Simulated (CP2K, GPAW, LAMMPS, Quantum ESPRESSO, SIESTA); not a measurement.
**Amorphous carbon (220 atoms) in CP2K**

How do the settings of CP2K change the result for amorphous carbon (220 atoms)? A plane-wave run serves as the yardstick.

Calculated with CP2K 2026.2; the method is named at each step.

## 1. The structure

The cell holds 220 atoms: 220 C. Cell: a = 11.455 Å, b = 11.455 Å, c = 11.455 Å, α = 90.0°, β = 90.0°, γ = 90.0°. 220 atoms (220 C) placed at random at 2.92 g/cm³, melted at 6000 K for 10 ps at fixed volume with the Tersoff potential (Tersoff, Phys. Rev. B 39, 5566 (1989)). Quenched from 6000 K to 300 K at 100 K/ps and fixed volume, held 5 ps, then minimised at fixed cell.

The yardstick, on the same geometry:

```
method                 : Kohn-Sham DFT, PBE, SSSP efficiency 1.3.0 pseudopotentials, plane waves (Quantum ESPRESSO 7.5); sssp-pbe-1.3.0-efficiency, cutoffs 45/360 Ry, Γ point
r.m.s. force component : 1.247 eV/Å
longest force          : 4.825 eV/Å
pressure               : -1.802 GPa
time                   : 5.1 min on 4 MPI ranks of Arm Neoverse V1, shared host
CPU time               : 20 min
```

## 2. PBE, DZVP-MOLOPT-SR, 450/50 Ry, diagonalisation

Method: Kohn-Sham DFT, PBE, GTH-PBE pseudopotentials, Gaussian and plane waves, DZVP-MOLOPT-SR-GTH, diagonalisation.

The input, input.inp:

```
&GLOBAL
  PROJECT cell
  RUN_TYPE ENERGY_FORCE
  PRINT_LEVEL LOW
&END GLOBAL
&FORCE_EVAL
  METHOD QS
  STRESS_TENSOR ANALYTICAL
  &DFT
    BASIS_SET_FILE_NAME BASIS_MOLOPT
    POTENTIAL_FILE_NAME GTH_POTENTIALS
    &MGRID
      CUTOFF 450
      REL_CUTOFF 50
    &END MGRID
    &QS
      EPS_DEFAULT 1.0E-12
    &END QS
    &SCF
      SCF_GUESS ATOMIC
      EPS_SCF 5.0E-06
      MAX_SCF 200
      ADDED_MOS 99
      &DIAGONALIZATION
        ALGORITHM STANDARD
      &END DIAGONALIZATION
      &SMEAR ON
        METHOD FERMI_DIRAC
        ELECTRONIC_TEMPERATURE [K] 580
      &END SMEAR
      &MIXING
        METHOD BROYDEN_MIXING
        ALPHA 0.15
        NBROYDEN 12
      &END MIXING
      &PRINT
        &RESTART OFF
        &END RESTART
      &END PRINT
    &END SCF
    &XC
      &XC_FUNCTIONAL PBE
      &END XC_FUNCTIONAL
    &END XC
    &PRINT
      &MULLIKEN ON
      &END MULLIKEN
      &HIRSHFELD ON
        SHAPE_FUNCTION DENSITY
      &END HIRSHFELD
      &MO ON
        EIGENVALUES T
        OCCUPATION_NUMBERS T
        MO_INDEX_RANGE 429 452
        &EACH
          QS_SCF 0
        &END EACH
        ADD_LAST NUMERIC
      &END MO
    &END PRINT
  &END DFT
  &SUBSYS
    &CELL
      A 11.45530 0.00000 0.00000
      B 0.00000 11.45530 0.00000
      C 0.00000 0.00000 11.45530
    &END CELL
    &TOPOLOGY
      COORD_FILE_NAME structure.xyz
      COORD_FILE_FORMAT XYZ
    &END TOPOLOGY
    &KIND C
      BASIS_SET DZVP-MOLOPT-SR-GTH-q4
      POTENTIAL GTH-PBE-q4
    &END KIND
  &END SUBSYS
  &PRINT
    &FORCES ON
    &END FORCES
    &STRESS_TENSOR ON
    &END STRESS_TENSOR
  &END PRINT
&END FORCE_EVAL
```

The input, structure.xyz:

```xyz
220

C 1.04999 8.28149 8.37841
C 9.20376 3.52102 7.71709
C 7.40734 0.25167 11.13203
C 8.75551 8.64405 1.83365
C 11.23914 2.47274 10.94439
C 6.65862 6.00842 4.36264
C 10.71850 11.33811 5.87611
C 4.62714 8.64176 11.16216
C 0.96259 9.39484 9.45349
C 1.84316 3.48951 0.37894
C 2.03538 2.61456 9.60802
C 2.25165 8.96549 5.57255
C 1.15435 6.95967 10.26716
C 2.41088 2.71135 3.96537
C 5.12464 0.38925 4.33285
C 11.13719 10.16360 9.91926
C 8.49456 6.21725 5.98734
C 0.28810 2.91526 1.92896
C 7.41983 1.63433 4.64776
C 10.19831 9.92991 5.76098
C 2.31111 5.53085 4.18233
C 10.00139 3.66650 6.50420
C 8.49479 0.59991 4.91272
C 5.67759 3.76513 3.98381
C 5.87611 2.64915 3.02374
C 10.26635 7.52441 6.38725
C 0.61332 5.73189 10.78940
C 1.79253 0.24090 9.56632
C 3.11011 5.59133 0.44126
C 7.16999 8.47578 3.86834
C 7.71961 1.19353 0.97622
C 2.42829 10.55411 3.69411
C 5.42638 4.88317 6.30042
C 1.96275 10.92446 8.34381
C 9.97069 10.21744 8.96950
C 10.53544 8.87568 6.90697
C 7.08510 10.03748 4.01726
C 10.45227 7.21512 10.01480
C 9.91113 10.48458 3.26270
C 8.60660 5.61287 10.71059
C 3.53270 8.99058 8.26557
C 8.32915 7.86590 3.06693
C 2.87826 5.34642 6.89838
C 0.67506 4.52702 9.98627
C 5.09898 2.79269 10.81277
C 7.76727 10.75068 2.75030
C 5.92331 8.22525 0.26908
C 3.20336 3.54438 3.07678
C 4.95041 9.03926 7.72408
C 8.28401 9.19116 10.90774
C 10.79525 4.93861 4.62336
C 5.80222 6.70502 9.81983
C 1.57006 0.48616 5.84163
C 7.12543 0.58594 2.26941
C 4.65417 0.87347 1.87031
C 9.71776 3.96697 0.93315
[... 160 atom lines left out ...]
C 2.57435 7.36725 10.23955
C 9.38166 6.30649 9.63391
C 7.18259 2.94367 5.44677
C 4.62565 9.86668 10.27861
```

Run with:

```sh
> OMP_NUM_THREADS=1 mpirun -np 4 cp2k.psmp -i input.inp > output.txt
```

Numbers of over 12 decimals in the logs are rounded to 6 here.

The program printed:

```text
CP2K| version string:                                       CP2K version 2026.2
 CP2K| Input file name                                                 input.inp
 GLOBAL| Basis set file name                                        BASIS_MOLOPT
 GLOBAL| Potential file name                                      GTH_POTENTIALS
 GLOBAL| Run type                                                   ENERGY_FORCE
 GLOBAL| Total number of message passing processes                             4
 GLOBAL| Number of threads for this process                                    1
 TOTAL NUMBERS AND MAXIMUM NUMBERS
  Total number of            - Atomic kinds:                                   1
                             - Atoms:                                        220
                             - Shell sets:                                   220
                             - Shells:                                      1100
                             - Primitive Cartesian functions:               1100
                             - Cartesian basis functions:                   3080
                             - Spherical basis functions:                   2860
  Maximum angular momentum of- Orbital basis functions:                        2
                             - Local part of the GTH pseudopotential:          2
                             - Non-local part of the GTH pseudopotential:      0
 SCF PARAMETERS         Density guess:                                    ATOMIC
                        max_scf:                                             200
                        eps_scf:                                        5.00E-06
                        added MOs                                        99    0
                        Mixing method:                            BROYDEN_MIXING
                                                charge density mixing in g-space
                        Smear method:                                FERMI_DIRAC
                        Electronic temperature [K]:                        580.0
                        Electronic temperature [a.u.]:                  1.84E-03
                        Accuracy threshold:                             1.00E-10
 Extrapolation method: initial_guess
 Number of electrons:                                                        880
 Number of occupied orbitals:                                                440
 Number of molecular orbitals:                                               539
 Number of orbital functions:                                               2860
 Number of independent orbital functions:                                   2860
 SCF WAVEFUNCTION OPTIMIZATION
  Step     Update method      Time    Convergence         Total energy    Change
     1 NoMix/Diag. 0.15E+00   13.2     0.93482174     -1247.6154433728 -1.25E+03
     2 Broy./Diag. 0.15E+00   16.6     0.16249347     -1209.5827017211  3.80E+01
     3 Broy./Diag. 0.15E+00   16.3     0.14683228     -1223.2304906821 -1.36E+01
     4 Broy./Diag. 0.15E+00   16.3     0.29350975     -1238.2798118775 -1.50E+01
[...]
17 Broy./Diag. 0.15E+00   16.4     0.00000987     -1245.0176175604 -9.40E-04
    18 Broy./Diag. 0.15E+00   16.4     0.00000353     -1245.0180729307 -4.55E-04
  *** SCF run converged in    18 steps ***
  Electronic density on regular grids:       -879.9999999999        0.0000000001
  Core density on regular grids:              879.9999999992       -0.0000000008
  Total charge density on r-space grids:       -0.0000000007
  Total charge density g-space grids:          -0.0000000007
  Overlap energy of the core charge distribution:               1.1879e-05
  Self energy of the core charge distribution:              -2933.701744
  Core Hamiltonian energy:                                    911.290234
  Hartree energy:                                            1160.557272
  Exchange-correlation energy:                               -383.148264
  Electronic entropic energy:                                  -0.015583
  Fermi energy:                                                 0.337850
  Total energy:                                             -1245.018073
  Total energy (extrapolated to T->0):                      -1245.010281
 MO| EIGENVALUES AND OCCUPATION NUMBERS
 MO|
 MO|  Index      Eigenvalue [a.u.]        Eigenvalue [eV]             Occupation
 MO|    429               0.319716               8.699915               1.999897
 MO|    430               0.321090               8.737316               1.999782
 MO|    431               0.322759               8.782729               1.999460
[...]
MO|    451               0.353029               9.606416               0.000515
 MO|    452               0.355334               9.669117               0.000147
 MO| Sum:                                                             880.000000
 MO| E(Fermi):            0.337850 a.u.          9.193369 eV
 !-----------------------------------------------------------------------------!
                     Mulliken Population Analysis
 #  Atom  Element  Kind  Atomic population                           Net charge
       1     C        1          4.047342                             -0.047342
       2     C        1          4.144043                             -0.144043
       3     C        1          4.076270                             -0.076270
[...]
219     C        1          3.990951                              0.009049
     220     C        1          4.114891                             -0.114891
 # Total charge                            880.000000                  0.000000
 !-----------------------------------------------------------------------------!
 !-----------------------------------------------------------------------------!
                           Hirshfeld Charges
  #Atom  Element  Kind  Ref Charge     Population                    Net charge
      1       C      1       4.000          3.991                         0.009
      2       C      1       4.000          4.018                        -0.018
      3       C      1       4.000          3.997                         0.003
[...]
219       C      1       4.000          3.995                         0.005
    220       C      1       4.000          4.010                        -0.010
  Total Charge                                                           -0.000
 !-----------------------------------------------------------------------------!
 ENERGY| Total FORCE_EVAL ( QS ) energy [hartree]          -1245.018369
 FORCES| Atomic forces [hartree/bohr]
 FORCES|   Atom     x               y               z               |f|
 FORCES|      1 -5.58965620E-03  2.82578152E-02  9.74816339E-03   3.04101145E-02
 FORCES|      2  6.52494354E-03 -1.52671921E-02  3.93648169E-03   1.70633506E-02
 FORCES|      3  2.32699056E-03  5.33632680E-03 -3.50474534E-03   6.79518276E-03
[...]
FORCES|    219  3.18507506E-02  1.66643883E-02 -4.38377140E-02   5.66914219E-02
 FORCES|    220  1.51388506E-02 -3.00174928E-02 -2.66533326E-02   4.29026201E-02
 FORCES| Sum     1.69581273E-05  1.41608093E-05  8.11386679E-05
 FORCES| Total atomic force                                       8.40927466E-05
 STRESS| Analytical stress tensor [bar]
 STRESS|                        x                   y                   z
 STRESS|      x        3.29022823224E+04  -4.70456232655E+04   3.40783199108E+04
 STRESS|      y       -4.70456232655E+04  -4.67951372960E+04  -1.46543841921E+04
 STRESS|      z        3.40783199108E+04  -1.46543841921E+04  -1.87210752934E+04
 STRESS| 1/3 Trace                                            -1.08713100890E+04
```

Elapsed: 5.6 min, on 4 MPI ranks of Arm Neoverse V1, shared host; peak memory 5.1 GiB; 23 min of CPU time.

Banners, paths, timers and routine set-up lines are dropped from the logs unmarked, and long logs keep their key lines alone; longer cuts are marked.

Numbers from this run, and their distance from the reference:

```
r.m.s. force component                  : 1.261 eV/Å
r.m.s. difference of force components   : 23.91 meV/Å
longest difference of force vectors     : 104.3 meV/Å
force difference over r.m.s. force      : 1.918 %
slope of forces against the reference's : 1.012
correlation of force components         : 0.9999
pressure                                : -1.087 GPa
pressure difference                     : 0.7149 GPa
```

A closer look about C195, picked at random: 9 atoms, nearest first, numbered in the order of the input, with positions taken from that point.

```
atom      x      y      z  distance (Å)  bonds  Hirshfeld charge (e)     Fx     Fy  Fz (eV/Å)
C195   0.00   0.00   0.00          0.00      3                  0.00   2.68  -0.44      -1.08
C182  -0.94  -0.89   0.65          1.45      3                  0.02  -2.32   1.75       1.70
C110   1.20   0.23   0.82          1.47      3                 -0.03  -0.50  -1.36       0.34
 C14  -0.01  -0.06  -1.52          1.53      3                  0.02   2.47   0.49       0.26
C100  -0.91   1.86  -0.50          2.13      3                  0.04   0.55   0.03       2.76
C143  -0.72   1.85   0.98          2.21      3                  0.01  -0.51   1.81      -0.48
 C53  -0.85  -2.29   0.35          2.46      3                  0.00   2.09  -2.06       0.89
C137   2.45  -0.28   0.37          2.49      3                 -0.01  -0.59  -1.65       0.28
C180  -1.96  -0.37   1.58          2.55      3                  0.01   0.73  -1.55       3.08
```

Forces lie 1.9 % from the reference's, at 1.1 times its CPU time.

## 3. PBE, SZV-MOLOPT-SR, 450/50 Ry, diagonalisation

Method: Kohn-Sham DFT, PBE, GTH-PBE pseudopotentials, Gaussian and plane waves, SZV-MOLOPT-SR-GTH, diagonalisation.

Edit input.inp of step 2 so:

```diff
@@ -67,8 +67,32 @@
     &END CELL
-    &TOPOLOGY
-      COORD_FILE_NAME structure.xyz
-      COORD_FILE_FORMAT XYZ
-    &END TOPOLOGY
+    &COORD
+      SCALED
+      C 0.09166 0.72294 0.73140
+      C 0.80345 0.30737 0.67367
+      C 0.64663 0.02197 0.97178
+      C 0.76432 0.75459 0.16007
+      C 0.98113 0.21586 0.95540
+      C 0.58127 0.52451 0.38084
+      C 0.93568 0.98977 0.51296
+      C 0.40393 0.75439 0.97441
+      C 0.08403 0.82013 0.82525
+      C 0.16090 0.30462 0.03308
+      C 0.17768 0.22824 0.83874
+      C 0.19656 0.78265 0.48646
+      C 0.10077 0.60755 0.89628
+      C 0.21046 0.23669 0.34616
+      C 0.44736 0.03398 0.37824
+      C 0.97223 0.88724 0.86591
+      C 0.74154 0.54274 0.52267
+      C 0.02515 0.25449 0.16839
+      C 0.64772 0.14267 0.40573
+      C 0.89027 0.86684 0.50291
+[... 196 atom lines left out ...]
+      C 0.22473 0.64313 0.89387
+      C 0.81898 0.55053 0.84100
+      C 0.62701 0.25697 0.47548
+      C 0.40380 0.86132 0.89728
+    &END COORD
     &KIND C
-      BASIS_SET DZVP-MOLOPT-SR-GTH-q4
+      BASIS_SET SZV-MOLOPT-SR-GTH-q4
       POTENTIAL GTH-PBE-q4
```

Run with:

```sh
> OMP_NUM_THREADS=2 cp2k.psmp -i input.inp > output.txt
```

The program printed:

```text
CP2K| version string:                                       CP2K version 2026.2
 CP2K| Input file name                                                 input.inp
 GLOBAL| Basis set file name                                        BASIS_MOLOPT
 GLOBAL| Potential file name                                      GTH_POTENTIALS
 GLOBAL| Run type                                                   ENERGY_FORCE
 GLOBAL| Total number of message passing processes                             1
 GLOBAL| Number of threads for this process                                    2
[... lines left out ...]
                        Smear method:                                FERMI_DIRAC
[... lines left out ...]
 Number of electrons:                                                        880
[... lines left out ...]
  Step     Update method      Time    Convergence         Total energy    Change
[... lines left out ...]
  *** SCF run converged in    22 steps ***
[... lines left out ...]
  Fermi energy:                                                 0.379387
  Total energy:                                             -1239.053282
  Total energy (extrapolated to T->0):                      -1239.045174
[... lines left out ...]
 MO| E(Fermi):            0.379387 a.u.         10.323637 eV
[... lines left out ...]
    220       C      1       4.000          3.994                         0.006
  Total Charge                                                           -0.000
 !-----------------------------------------------------------------------------!
 ENERGY| Total FORCE_EVAL ( QS ) energy [hartree]          -1239.053685
 FORCES| Atomic forces [hartree/bohr]
 FORCES|   Atom     x               y               z               |f|
 FORCES|      1 -1.14388740E-03  3.04805299E-02  9.93997452E-03   3.20807462E-02
 FORCES|      2  7.35467581E-03 -1.65001047E-02  2.23243964E-03   1.82024311E-02
 FORCES|      3  3.55883858E-03  5.11171776E-03 -5.12610355E-03   8.06671731E-03
[...]
FORCES|    219  4.35434392E-02  2.17874580E-02 -5.55784082E-02   7.38896737E-02
 FORCES|    220  2.48429284E-02 -3.52974268E-02 -3.39917971E-02   5.49410748E-02
 FORCES| Sum    -7.59282745E-05  3.58538566E-06 -3.32393352E-05
 FORCES| Total atomic force                                       8.29627100E-05
 STRESS| Analytical stress tensor [bar]
 STRESS|                        x                   y                   z
 STRESS|      x        1.34273063384E+05  -5.78337134786E+04   4.61131517256E+04
 STRESS|      y       -5.78337134786E+04   4.37921264712E+04  -2.00975977765E+04
 STRESS|      z        4.61131517256E+04  -2.00975977765E+04   7.35738958645E+04
 STRESS| 1/3 Trace                                             8.38796952400E+04
```

Elapsed: 5.1 min, on 2 threads; peak memory 3 GiB.

Compared with the plane-wave run:

* r.m.s. force component: 1.71 eV/Å
* r.m.s. difference of force components: 504.6 meV/Å
* longest difference of force vectors: 1944 meV/Å
* force difference over r.m.s. force: 40.47 %
* slope of forces against the reference's: 1.358
* correlation of force components: 0.9905
* pressure: 8.388 GPa
* pressure difference: 10.19 GPa

This is a coarse setting, run to see what it loses.

Against the first run (1.9 %), the force difference from the reference is 40 %, at 0.43 times the CPU time (on 2 against 4 cores), with 880 basis functions against 2860: the smaller basis costs accuracy.

## 4. Side by side

Differences are against the plane-wave reference, forces as r.m.s. over components; share is that over the reference's r.m.s. force, slope the least-squares factor from reference forces to these. Total energies of different programs have different zeros and aren't compared.

```
                                                         run  Δ force, r.m.s. (meV/Å)  share (%)  slope  Δ pressure (GPa)  cores  CPU time  memory (GiB)
                                                   reference                        -          -      -                 -      4    20 min           7.6
        CP2K PBE, DZVP-MOLOPT-SR, 450/50 Ry, diagonalisation                     23.9       1.92  1.012             0.715      4    23 min           5.1
CP2K PBE, SZV-MOLOPT-SR, 450/50 Ry, diagonalisation (coarse)                      505       40.5  1.358              10.2      2   9.7 min           3.0
```

Rows marked coarse were listed beforehand as settings not expected to be converged; some can still land near the reference.

CPU time is summed over cores on a shared host, where runs went side by side, so it is rough. Symmetry, cutoffs, thresholds, outputs and thread counts weren't matched or tuned between programs; memory under MPI is the largest rank's times the ranks.

## 5. Outcome

* nearest in forces: CP2K PBE, DZVP-MOLOPT-SR, 450/50 Ry, diagonalisation, 1.9 %
* its CPU time: 23 min

**Reading.** The PBE run in local orbitals, coarse settings apart, differs by 1.9 % (CP2K PBE, DZVP-MOLOPT-SR, 450/50 Ry, diagonalisation); basis, grid and potentials can all enter. Runs with settings chosen to be coarse differ by 40 % (CP2K PBE, SZV-MOLOPT-SR, 450/50 Ry, diagonalisation), their programs' other errors included. One electronic-structure run takes under half the reference's CPU time: CP2K PBE, SZV-MOLOPT-SR, 450/50 Ry, diagonalisation, at 40 % in 9.7 min against 20 min; its pressure misses by +10.2 GPa. CP2K PBE, SZV-MOLOPT-SR, 450/50 Ry, diagonalisation stiffens the forces by a factor of 1.36 while following their directions (correlation 0.990); the slopes of the 2 CP2K runs lie between 1.01 and 1.36. In pressure, CP2K PBE, SZV-MOLOPT-SR, 450/50 Ry, diagonalisation misses by +10.2 GPa, at the same functional. The reference's pressure holds the uncorrected Pulay stress of its 45 Ry basis, so small pressure differences, and their order, may be the reference's own error. The quench rate of 100 K/ps is many orders above laboratory rates, so the cell is likely richer in defects and strain than a real sample. The network of bonds at the start is that of the classical potential that made the cell, and needn't be the one that DFT or experiment would give. The reference's stress is far from hydrostatic: its diagonal is 2.5, -5.4, -2.6 GPa, compression counted positive. The reference's pressure of -1.8 GPa belongs to a cell and atoms that aren't relaxed at this level. The electronic-structure runs sample only Γ, in a cell whose shortest periodic width is 11 Å, which is coarse for a cell with partly filled levels.

[Also dropped from logs without a mark: logging warnings of Python, and SIESTA's first energy breakdown and zero terms.]

[Logs are printed without paths, hosts, clocks, repeated set-up lines and the standing remarks that a program may print on its own settings, such as how far it seeks lower states.]

[Hosts, paths, dates, database ids (printed as entryN), source tags and the programs' standing remarks are cut or masked in the printed files.]
